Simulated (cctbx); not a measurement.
# Symmetry from intensities

Cell: a = 6.6460 Å, b = 4.2540 Å, c = 7.3900 Å, α = 90.00°, β = 90.00°, γ = 90.00°. Expected content of the cell: Bi4 Pt4 Fe4.

Simulated single-crystal data (cctbx): Mo Kα, λ = 0.71073 Å, to d = 0.6 Å, 95 % of the full sphere, strongest reflection 40000 counts, noise from counting, a 2 % proportional error and a noise floor of 4 counts (s.d.); no absorption.

Tests on the unmerged data give:

```text
3762 reflections to d = 0.600 A
centring   violations  <I/sigma> of those
    A       1483 of  1891     18.9
    B       1493 of  1877     18.9
    C       1614 of  1900     19.9
    I       1436 of  1893     15.9
    R       2114 of  2533     19.8
    F       2295 of  2834     19.2
Laue class    unique    Rint  (classes that these axes allow; Friedel mates merged)
P -1             1982   0.017
P 1 2/m 1        1106   0.020
P 1 1 2/m        1063   0.020
P 2/m 1 1        1070   0.020
P m m m           624   0.022
space group    extra absences  I>4sigma  <I/sigma>
P 2 2 2                 0          0         -  acentric
P 2 2 21               12          0      -0.0  acentric
P 21 2 2               12          0      -0.5  acentric
P 2 21 2                8          0      -0.4  acentric
P 21 21 2              20          0      -0.4  acentric
P 2 21 21              20          0      -0.2  acentric
P 21 2 21              24          0      -0.3  acentric
P 21 21 21             32          0      -0.3  acentric
P m m 2                 0          0         -  acentric
P 2 m m                 0          0         -  acentric
P m 2 m                 0          0         -  acentric
P 21 m a              117          0      -0.2  acentric
P m 2 a               117          0      -0.2  acentric
P n m 21              131          0      -0.1  acentric
P n 21 m              131          0      -0.1  acentric
P n 21 a              248          0      -0.1  acentric
P m m m                 0          0         -  centric
P m m a               117          0      -0.2  centric
P n m m :1            131          0      -0.1  centric
P n m m :2            131          0      -0.1  centric
P n m a               248          0      -0.1  centric
Wilson B = 0.51 A^2   <|E^2-1|> = 0.903 (0.968 centric, 0.736 acentric)   E^2>4: 3.6 %
shell (A)         n   <I/sigma>
 7.39 - 1.20     97     47.8
 1.20 - 0.95     81     47.4
 0.95 - 0.83     74     50.0
 0.83 - 0.76     83     40.4
 0.76 - 0.70     72     44.2
 0.70 - 0.66     77     44.0
 0.66 - 0.63     74     39.9
 0.63 - 0.60     66     35.3
```

Q: Read the symmetry from these tables.

Every centring test has many violations, so the lattice is primitive.

Rint stays low (0.017 to 0.022) up to P m m m, the highest class in these axes.

21 settings pass the absence test. The most absences obeyed, 248, belong to P n 21 a and P n m a, which absences can't tell apart.

⟨|E²−1|⟩ = 0.903 leans to a centrosymmetric structure. The Wilson B of 0.51 Å² means U ≈ 0.0065 Å².

The true group is Pnma (no. 62), Laue class mmm, centrosymmetric. The tables only narrow the choice to the tied entries; cell content, site symmetry and trial solutions must settle it.

This is a model crystal, built by substitution and not relaxed, with assumed displacement parameters.

[Logs are printed without paths, hosts, clocks, repeated set-up lines and the standing remarks that a program may print on its own settings, such as how far it seeks lower states.]
